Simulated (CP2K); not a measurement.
Two runs for the P L₂,₃ edge of phosphinine. Run A: CP2K XAS_TDP, all-electron GAPW, PBEh(45%), aug-cc-pVDZ, TDA, ZORA, spin–orbit coupling. Run B differs in one setting.

First lines with a strength over 0.0003. A:

```csv
atom,energy (eV),states,"strength, one atom"
P4 (bonded to 2 C),130.96,4,0.0003
,131.04,4,0.0014
,131.64,1,0.0008
,131.78,2,0.0020
,131.83,4,0.0009
```

B:

```
              atom  energy (eV)  states  strength, one atom
P4 (bonded to 2 C)       133.91       4              0.0005
                         133.97       4              0.0013
                         134.56       1              0.0005
                         134.73       2              0.0022
                         134.77       4              0.0008
```

Q: Which was it: the functional, GW2X switched on, the basis?

GW2X switched on. GW2X shifts the lines nearly together; each 2p level gets its own shift. The lowest line over the strength cut lies at 133.91 eV, against 130.96 eV (PBEh(45%), aug-cc-pVDZ).

[Banner, clock and machine lines of the logs are left out without a mark of their own.]

[Logs are printed without paths, hosts, clocks, repeated set-up lines and the standing remarks that a program may print on its own settings, such as how far it seeks lower states.]

[Hosts, paths, dates, database ids (printed as entryN), source tags and the programs' standing remarks are cut or masked in the printed files.]
